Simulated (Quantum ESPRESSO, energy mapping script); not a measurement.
## CoO: J from the energies of magnetic orders

How strongly do the moments of CoO couple under PBE+U (3.5 eV), QE, GBRV? The plan is to run several orders and fit a Heisenberg model.

Main program and level: Quantum ESPRESSO 7.5; PBE with U = 3.5 eV on Co d, ortho-atomic projectors; plane waves, U on orthogonalised atomic orbitals unless named otherwise, collinear spin, no spin–orbit coupling.

**1. Starting point**

It takes space group Fm-3m (No. 225, cubic). Conventional cell: a = 4.263 Å, b = 4.263 Å, c = 4.263 Å, α = 90.00°, β = 90.00°, γ = 90.00°. Nearest to Co lie 6 O at 2.13 Å. Nearest to O lie 6 Co at 2.13 Å. Farther neighbours and most contacts between anions are not listed.

As a file:

```cif
data_structure
_symmetry_space_group_name_H-M 'P 1'
_symmetry_Int_Tables_number 1
_cell_length_a 3.0144
_cell_length_b 3.0144
_cell_length_c 3.0144
_cell_angle_alpha 60.000
_cell_angle_beta 60.000
_cell_angle_gamma 60.000
_cell_volume 19.37
loop_
_atom_site_label
_atom_site_type_symbol
_atom_site_fract_x
_atom_site_fract_y
_atom_site_fract_z
_atom_site_occupancy
Co1 Co 0.00000 0.00000 0.00000 1
O2 O 0.50000 0.50000 0.50000 1
```

A Hubbard U penalises fractional filling of the shell. It raises the cost of virtual hops to the neighbours, so couplings that rest on such hops usually weaken. These runs use Quantum ESPRESSO.

**2. Parallel start in cell A (4 atoms)**

Each cell gets its own parallel run on the same mesh, so that most of the mesh error cancels in the differences.

The potential files are GBRV's for PBE; pw.x takes the functional from them.

File pw.in:

```
&control
  calculation = 'scf'
  prefix = 'pw'
  outdir = './tmp/'
  pseudo_dir = './pseudo/'
  verbosity = 'low'
/
&system
  ibrav = 0
  nat = 4
  ntyp = 2
  ecutwfc = 45
  ecutrho = 360
  nbnd = 38
  occupations = 'smearing'
  smearing = 'fd'
  degauss = 0.00367493
  nspin = 2
  starting_magnetization(1) = 0.1765
/
&electrons
  conv_thr = 1.0e-08
  electron_maxstep = 120
  mixing_beta = 0.3
  mixing_mode = 'plain'
/
ATOMIC_SPECIES
  Co 58.9332 Co.upf
  O 15.9990 O.upf
CELL_PARAMETERS angstrom
  0.00000000 -2.13150000 -2.13150000
  0.00000000 2.13150000 -2.13150000
  4.26300000 0.00000000 0.00000000
ATOMIC_POSITIONS crystal
  Co 0.50000000 0.50000000 0.50000000
  Co 0.00000000 0.00000000 0.00000000
  O 0.50000000 0.50000000 0.00000000
  O 0.00000000 0.00000000 0.50000000
K_POINTS automatic
  10 10 7 0 0 0
HUBBARD {ortho-atomic}
U Co-3d 3.5
```

Started as:

```
OMP_NUM_THREADS=1 mpirun -n 8 pw.x -nk 8 -in pw.in > pw.out
```

The program printed:

```text
Program PWSCF v.7.5 starts
[...]
unit-cell volume          =     261.4042 (a.u.)^3
     number of atoms/cell      =            4
[...]
number of electrons       =        46.00
     number of Kohn-Sham states=           38
     kinetic-energy cutoff     =      45.0000  Ry
     charge density cutoff     =     360.0000  Ry
     scf convergence threshold =      1.0E-08
[...]
Exchange-correlation= SLA  PW   PBE  PBE
[...]
Hubbard projectors: ortho-atomic
     Hubbard parameters of DFT+U (Dudarev formulation) in eV:
[...]
atomic species   magnetization
[...]
16 Sym. Ops., with inversion, found
[...]
number of k points=    84  Fermi-Dirac smearing, width (Ry)=  0.0037
[...]
Number of occupied Hubbard levels =   14.0000
     Atomic wfc used for Hubbard projectors are orthogonalized
[...]
iteration #  1     ecut=    45.00 Ry     beta= 0.30
[...]
Number of occupied Hubbard levels =   11.1418
     total energy              =    -657.61669088 Ry
     estimated scf accuracy    <      12.07794272 Ry
     total magnetization       =     7.32 Bohr mag/cell
     absolute magnetization    =     7.49 Bohr mag/cell
     iteration #  2     ecut=    45.00 Ry     beta= 0.30
[...]
total energy              =    -659.52797730 Ry
     estimated scf accuracy    <      10.09055272 Ry
     total magnetization       =     2.09 Bohr mag/cell
     absolute magnetization    =     2.14 Bohr mag/cell
     iteration #  3     ecut=    45.00 Ry     beta= 0.30
[...]
total energy              =    -661.12506627 Ry
     estimated scf accuracy    <       0.41373787 Ry
     total magnetization       =     6.04 Bohr mag/cell
     absolute magnetization    =     6.10 Bohr mag/cell
     iteration #  4     ecut=    45.00 Ry     beta= 0.30
[...]
total energy              =    -661.16272565 Ry
     estimated scf accuracy    <       0.11107740 Ry
     total magnetization       =     6.00 Bohr mag/cell
     absolute magnetization    =     6.04 Bohr mag/cell
     iteration #  5     ecut=    45.00 Ry     beta= 0.30
[...]
total energy              =    -661.18580100 Ry
     estimated scf accuracy    <       0.56629998 Ry
     total magnetization       =     5.64 Bohr mag/cell
     absolute magnetization    =     5.67 Bohr mag/cell
     iteration #  6     ecut=    45.00 Ry     beta= 0.30
[...]
total energy              =    -661.18915528 Ry
     estimated scf accuracy    <       0.16354416 Ry
     total magnetization       =     5.52 Bohr mag/cell
     absolute magnetization    =     5.56 Bohr mag/cell
     iteration #  7     ecut=    45.00 Ry     beta= 0.30
[...]
total energy              =    -661.19391983 Ry
     estimated scf accuracy    <       0.03338091 Ry
     total magnetization       =     5.70 Bohr mag/cell
     absolute magnetization    =     5.74 Bohr mag/cell
     iteration #  8     ecut=    45.00 Ry     beta= 0.30
[...]
total energy              =    -661.18478433 Ry
     estimated scf accuracy    <       0.03578469 Ry
     total magnetization       =     5.62 Bohr mag/cell
     absolute magnetization    =     5.67 Bohr mag/cell
     iteration #  9     ecut=    45.00 Ry     beta= 0.30
[...]
total energy              =    -661.18949585 Ry
     estimated scf accuracy    <       0.00573234 Ry
     total magnetization       =     5.86 Bohr mag/cell
     absolute magnetization    =     5.90 Bohr mag/cell
     iteration # 10     ecut=    45.00 Ry     beta= 0.30
[...]
total energy              =    -661.19005113 Ry
     estimated scf accuracy    <       0.00124657 Ry
     total magnetization       =     5.94 Bohr mag/cell
     absolute magnetization    =     5.98 Bohr mag/cell
[...]
total energy              =    -661.19040051 Ry
[...]
iteration # 17     ecut=    45.00 Ry     beta= 0.30
[...]
total energy              =    -661.19040280 Ry
     estimated scf accuracy    <       0.00000116 Ry
     total magnetization       =     5.99 Bohr mag/cell
     absolute magnetization    =     6.04 Bohr mag/cell
     iteration # 18     ecut=    45.00 Ry     beta= 0.30
[...]
total energy              =    -661.19040295 Ry
     estimated scf accuracy    <       0.00000015 Ry
     total magnetization       =     5.99 Bohr mag/cell
     absolute magnetization    =     6.04 Bohr mag/cell
     iteration # 19     ecut=    45.00 Ry     beta= 0.30
[...]
total energy              =    -661.19040297 Ry
     estimated scf accuracy    <       0.00000001 Ry
     total magnetization       =     5.99 Bohr mag/cell
     absolute magnetization    =     6.04 Bohr mag/cell
     iteration # 20     ecut=    45.00 Ry     beta= 0.30
[...]
total energy              =    -661.19040298 Ry
     estimated scf accuracy    <       0.00000002 Ry
     total magnetization       =     5.99 Bohr mag/cell
     absolute magnetization    =     6.04 Bohr mag/cell
     iteration # 21     ecut=    45.00 Ry     beta= 0.30
[...]
Magnetic moment per site  (integrated on atomic sphere of radius R)
     atom   1 (R=0.292)  charge= 14.5954  magn=  2.6123
     atom   2 (R=0.292)  charge= 14.5955  magn=  2.6123
     atom   3 (R=0.292)  charge=  5.7897  magn=  0.2789
     atom   4 (R=0.292)  charge=  5.7897  magn=  0.2789
     End of self-consistent calculation
     =================== HUBBARD OCCUPATIONS ===================
     ------------------------ ATOM    1 ------------------------
     Tr[ns(  1)] (up, down, total) =   4.97602  2.30785  7.28387
     Atomic magnetic moment for atom   1 =   2.66816
     SPIN  1
     eigenvalues:
       0.995  0.995  0.995  0.995  0.995
     eigenvectors (columns):
      -0.000  0.000 -0.000 -0.866 -0.500
      -0.262  0.965 -0.000  0.000  0.000
      -0.000  0.000  1.000 -0.000  0.000
       0.000  0.000 -0.000 -0.500  0.866
       0.965  0.262  0.000  0.000 -0.000
     occupation matrix ns (before diag.):
       0.995 -0.000 -0.000 -0.000  0.000
      -0.000  0.995 -0.000  0.000  0.000
      -0.000 -0.000  0.995  0.000  0.000
      -0.000  0.000  0.000  0.995 -0.000
[...]
SPIN  2
     eigenvalues:
[...]
eigenvectors (columns):
[...]
occupation matrix ns (before diag.):
[...]
------------------------ ATOM    2 ------------------------
     Tr[ns(  2)] (up, down, total) =   4.97602  2.30792  7.28394
     Atomic magnetic moment for atom   2 =   2.66810
     SPIN  1
     eigenvalues:
[...]
eigenvectors (columns):
[...]
occupation matrix ns (before diag.):
[...]
SPIN  2
     eigenvalues:
[...]
eigenvectors (columns):
[...]
occupation matrix ns (before diag.):
       0.128 -0.000 -0.000  0.000  0.000
      -0.000  0.684 -0.000  0.000  0.000
      -0.000 -0.000  0.684  0.000  0.000
       0.000  0.000  0.000  0.128 -0.000
       0.000  0.000  0.000 -0.000  0.684
     Number of occupied Hubbard levels =   14.5678
     Number of k-points >= 100: set verbosity='high' to print the bands.
     the Fermi energy is    13.1918 ev
!    total energy              =    -661.19040298 Ry
     estimated scf accuracy    <          2.0E-09 Ry
     smearing contrib. (-TS)   =      -0.00522223 Ry
     internal energy E=F+TS    =    -661.18518075 Ry
     The total energy is F=E-TS. E is the sum of the following terms:
     one-electron contribution =    -365.81835351 Ry
     hartree contribution      =     209.60413520 Ry
     xc contribution           =     -80.07566963 Ry
     ewald contribution        =    -425.12572344 Ry
     Hubbard energy            =       0.23043063 Ry
     total magnetization       =     5.99 Bohr mag/cell
     absolute magnetization    =     6.04 Bohr mag/cell
     convergence has been achieved in  21 iterations
=------------------------------------------------------------------------------=
   JOB DONE.
=------------------------------------------------------------------------------=
```

The job ended after 29 s (8 MPI ranks of Arm Neoverse V1, shared host; peak memory 0.77 GiB; 3.9 min of CPU time).

Spin moment in the sphere by atom:

```
atom  spin moment in the sphere (μB)
 Co1                            2.61
 Co2                            2.61
  O3                            0.28
  O4                            0.28
```

The run ends ferromagnetic.

**3. Compensated +− start in cell A (4 atoms)**

This order reverses 8 of the 12 neighbours at 3.01 Å, 0 of the 6 neighbours at 4.26 Å and 16 of the 24 neighbours at 5.22 Å, counted for an average magnetic atom.

Edit pw.in of step 2 so:

```diff
@@ -10,6 +10,6 @@
   nat = 4
-  ntyp = 2
+  ntyp = 3
   ecutwfc = 45
   ecutrho = 360
-  nbnd = 38
+  nbnd = 35
   occupations = 'smearing'
@@ -19,2 +19,3 @@
   starting_magnetization(1) = 0.1765
+  starting_magnetization(2) = -0.1765
 /
@@ -27,3 +28,4 @@
 ATOMIC_SPECIES
-  Co 58.9332 Co.upf
+  Co1 58.9332 Co.upf
+  Co2 58.9332 Co.upf
   O 15.9990 O.upf
@@ -34,4 +36,4 @@
 ATOMIC_POSITIONS crystal
-  Co 0.50000000 0.50000000 0.50000000
-  Co 0.00000000 0.00000000 0.00000000
+  Co1 0.50000000 0.50000000 0.50000000
+  Co2 0.00000000 0.00000000 0.00000000
   O 0.50000000 0.50000000 0.00000000
@@ -41,2 +43,3 @@
 HUBBARD {ortho-atomic}
-U Co-3d 3.5
+U Co1-3d 3.5
+U Co2-3d 3.5
```

The program printed:

```text
[banner, memory and clock lines left out]
Program PWSCF v.7.5 starts
[...]
unit-cell volume          =     261.4042 (a.u.)^3
     number of atoms/cell      =            4
[...]
number of electrons       =        46.00
     number of Kohn-Sham states=           35
     kinetic-energy cutoff     =      45.0000  Ry
     charge density cutoff     =     360.0000  Ry
     scf convergence threshold =      1.0E-08
[...]
Exchange-correlation= SLA  PW   PBE  PBE
[...]
Hubbard projectors: ortho-atomic
     Hubbard parameters of DFT+U (Dudarev formulation) in eV:
[...]
atomic species   magnetization
[...]
16 Sym. Ops., with inversion, found
[...]
number of k points=    84  Fermi-Dirac smearing, width (Ry)=  0.0037
[...]
Number of occupied Hubbard levels =   14.0000
     Atomic wfc used for Hubbard projectors are orthogonalized
[...]
iteration #  1     ecut=    45.00 Ry     beta= 0.30
[...]
Number of occupied Hubbard levels =   11.0137
     total energy              =    -657.45340727 Ry
     estimated scf accuracy    <      12.29053164 Ry
     total magnetization       =     0.00 Bohr mag/cell
     absolute magnetization    =     7.64 Bohr mag/cell
     iteration #  2     ecut=    45.00 Ry     beta= 0.30
[...]
total energy              =    -659.40990670 Ry
     estimated scf accuracy    <      11.00471962 Ry
     total magnetization       =     0.00 Bohr mag/cell
     absolute magnetization    =     2.05 Bohr mag/cell
     iteration #  3     ecut=    45.00 Ry     beta= 0.30
[...]
total energy              =    -661.10609459 Ry
     estimated scf accuracy    <       0.38834101 Ry
     total magnetization       =    -0.01 Bohr mag/cell
     absolute magnetization    =     5.86 Bohr mag/cell
[...]
total energy              =    -661.18410147 Ry
[...]
iteration # 38     ecut=    45.00 Ry     beta= 0.30
[...]
total energy              =    -661.18410148 Ry
     estimated scf accuracy    <       0.00000007 Ry
     total magnetization       =    -0.00 Bohr mag/cell
     absolute magnetization    =     5.12 Bohr mag/cell
     iteration # 39     ecut=    45.00 Ry     beta= 0.30
[...]
Magnetic moment per site  (integrated on atomic sphere of radius R)
     atom   1 (R=0.292)  charge= 14.6349  magn=  2.3801
     atom   2 (R=0.292)  charge= 14.6350  magn= -2.3801
     atom   3 (R=0.292)  charge=  5.7611  magn= -0.0430
     atom   4 (R=0.292)  charge=  5.7611  magn=  0.0430
     End of self-consistent calculation
     =================== HUBBARD OCCUPATIONS ===================
     ------------------------ ATOM    1 ------------------------
     Tr[ns(  1)] (up, down, total) =   4.90542  2.45311  7.35853
     Atomic magnetic moment for atom   1 =   2.45231
     SPIN  1
     eigenvalues:
       0.958  0.967  0.993  0.993  0.994
     eigenvectors (columns):
       0.866 -0.500 -0.000  0.000  0.000
       0.000 -0.000  0.228 -0.974  0.000
[...]
occupation matrix ns (before diag.):
[...]
SPIN  2
     eigenvalues:
[...]
eigenvectors (columns):
[...]
occupation matrix ns (before diag.):
[...]
------------------------ ATOM    2 ------------------------
     Tr[ns(  2)] (up, down, total) =   2.45316  4.90547  7.35863
     Atomic magnetic moment for atom   2 =  -2.45231
     SPIN  1
     eigenvalues:
[...]
eigenvectors (columns):
[...]
occupation matrix ns (before diag.):
[...]
SPIN  2
     eigenvalues:
[...]
eigenvectors (columns):
[...]
occupation matrix ns (before diag.):
[...]
-0.004  0.000  0.000  0.965 -0.000
       0.000  0.000  0.000 -0.000  0.993
     Number of occupied Hubbard levels =   14.7172
     Number of k-points >= 100: set verbosity='high' to print the bands.
     the Fermi energy is    13.0773 ev
!    total energy              =    -661.18410148 Ry
     estimated scf accuracy    <          9.7E-09 Ry
     smearing contrib. (-TS)   =      -0.00583151 Ry
     internal energy E=F+TS    =    -661.17826997 Ry
     The total energy is F=E-TS. E is the sum of the following terms:
     one-electron contribution =    -366.41414418 Ry
     hartree contribution      =     210.20197399 Ry
     xc contribution           =     -80.05957957 Ry
     ewald contribution        =    -425.12572344 Ry
     Hubbard energy            =       0.21920322 Ry
     total magnetization       =    -0.00 Bohr mag/cell
     absolute magnetization    =     5.12 Bohr mag/cell
     convergence has been achieved in  39 iterations
```

The job ended after 48 s (8 MPI ranks; peak memory 0.79 GiB; 6.5 min of CPU time).

Spin moment in the sphere by atom:

```csv
atom,spin moment in the sphere (μB)
Co1,2.38
Co2,-2.38
O3,-0.04
O4,0.04
```

The run ends antiferromagnetic, 44.94 meV a magnetic atom above the parallel order of its cell, a difference that unlike orbital or electronic states can set, not exchange alone (energies taken at zero occupation width, not the printed F).

**4. Parallel start in cell B (4 atoms)**

A new cell needs its own zero of energy.

This run holds the same structure in another cell (c 4.263 → 5.221 Å, α 90.0 → 73.2°, β 90.0 → 73.2°, γ 90.0 → 60.0°).

File pw.in:

```
&control
  calculation = 'scf'
  prefix = 'pw'
  outdir = './tmp/'
  pseudo_dir = './pseudo/'
  verbosity = 'low'
/
&system
  ibrav = 0
  nat = 4
  ntyp = 2
  ecutwfc = 45
  ecutrho = 360
  nbnd = 38
  occupations = 'smearing'
  smearing = 'fd'
  degauss = 0.00367493
  nspin = 2
  starting_magnetization(1) = 0.1765
/
&electrons
  conv_thr = 1.0e-08
  electron_maxstep = 120
  mixing_beta = 0.3
  mixing_mode = 'plain'
/
ATOMIC_SPECIES
  Co 58.9332 Co.upf
  O 15.9990 O.upf
CELL_PARAMETERS angstrom
  0.00000000 -2.13150000 -2.13150000
  -2.13150000 0.00000000 -2.13150000
  2.13150000 2.13150000 -4.26300000
ATOMIC_POSITIONS crystal
  Co 0.50000000 0.50000000 0.50000000
  Co 0.00000000 0.00000000 0.00000000
  O 0.75000000 0.75000000 0.75000000
  O 0.25000000 0.25000000 0.25000000
K_POINTS automatic
  11 11 11 0 0 0
HUBBARD {ortho-atomic}
U Co-3d 3.5
```

The program printed:

```text
[banner, memory and clock lines left out]
Program PWSCF v.7.5 starts
[...]
unit-cell volume          =     261.4042 (a.u.)^3
     number of atoms/cell      =            4
[...]
number of electrons       =        46.00
     number of Kohn-Sham states=           38
     kinetic-energy cutoff     =      45.0000  Ry
     charge density cutoff     =     360.0000  Ry
[...]
The total energy is F=E-TS. E is the sum of the following terms:
     one-electron contribution =    -365.81959727 Ry
     hartree contribution      =     209.60536567 Ry
     xc contribution           =     -80.07561788 Ry
     ewald contribution        =    -425.12572344 Ry
     Hubbard energy            =       0.23042510 Ry
     total magnetization       =     5.99 Bohr mag/cell
     absolute magnetization    =     6.04 Bohr mag/cell
     convergence has been achieved in  19 iterations
[key lines of the parts left out:]
!    total energy              =    -661.19039278 Ry
the Fermi energy is    13.1916 ev
```

Elapsed: 52 s, on 8 MPI ranks; peak memory 0.92 GiB; 7 min of CPU time.

The run ends ferromagnetic. For each magnetic atom its energy differs from the parallel run of the first cell by 0.15 meV, an error that one common reference would have brought in.

**5. Compensated +− start in cell B (4 atoms)**

This order reverses 6 of the 12 neighbours at 3.01 Å, 6 of the 6 neighbours at 4.26 Å and 12 of the 24 neighbours at 5.22 Å, counted for an average magnetic atom.

Edit pw.in of step 4 so:

```diff
@@ -10,6 +10,6 @@
   nat = 4
-  ntyp = 2
+  ntyp = 3
   ecutwfc = 45
   ecutrho = 360
-  nbnd = 38
+  nbnd = 35
   occupations = 'smearing'
@@ -19,2 +19,3 @@
   starting_magnetization(1) = 0.1765
+  starting_magnetization(2) = -0.1765
 /
@@ -27,3 +28,4 @@
 ATOMIC_SPECIES
-  Co 58.9332 Co.upf
+  Co1 58.9332 Co.upf
+  Co2 58.9332 Co.upf
   O 15.9990 O.upf
@@ -34,4 +36,4 @@
 ATOMIC_POSITIONS crystal
-  Co 0.50000000 0.50000000 0.50000000
-  Co 0.00000000 0.00000000 0.00000000
+  Co1 0.50000000 0.50000000 0.50000000
+  Co2 0.00000000 0.00000000 0.00000000
   O 0.75000000 0.75000000 0.75000000
@@ -41,2 +43,3 @@
 HUBBARD {ortho-atomic}
-U Co-3d 3.5
+U Co1-3d 3.5
+U Co2-3d 3.5
```

The program printed:

```text
[banner, memory and clock lines left out]
Program PWSCF v.7.5 starts
[...]
unit-cell volume          =     261.4042 (a.u.)^3
     number of atoms/cell      =            4
[...]
number of electrons       =        46.00
     number of Kohn-Sham states=           35
     kinetic-energy cutoff     =      45.0000  Ry
     charge density cutoff     =     360.0000  Ry
[...]
The total energy is F=E-TS. E is the sum of the following terms:
     one-electron contribution =    -365.97773887 Ry
     hartree contribution      =     209.72853405 Ry
     xc contribution           =     -80.05475643 Ry
     ewald contribution        =    -425.12572344 Ry
     Hubbard energy            =       0.23834488 Ry
     total magnetization       =    -0.00 Bohr mag/cell
     absolute magnetization    =     5.44 Bohr mag/cell
     convergence has been achieved in  21 iterations
[key lines of the parts left out:]
!    total energy              =    -661.19619497 Ry
the Fermi energy is    13.1670 ev
```

Wall time 52 s (8 MPI ranks); peak memory 0.93 GiB; 6.9 min of CPU time.

The run ends antiferromagnetic, 40.80 meV a magnetic atom below the parallel order of its cell, a difference that unlike orbital or electronic states can set, not exchange alone (energies taken at zero occupation width, not the printed F).

[end of part 1 of 2]

[Logs and program files are shortened in this print: banners, set-up blocks, solver, clock and traceback lines can be left out without a mark of their own.]

[Logs are printed without paths, hosts, clocks, repeated set-up lines and the standing remarks that a program may print on its own settings, such as how far it seeks lower states.]

[Hosts, paths, dates, database ids (printed as entryN), source tags and the programs' standing remarks are cut or masked in the printed files.]

[Where a cell is said to come from a database of computed structures, the database is the Materials Project.]
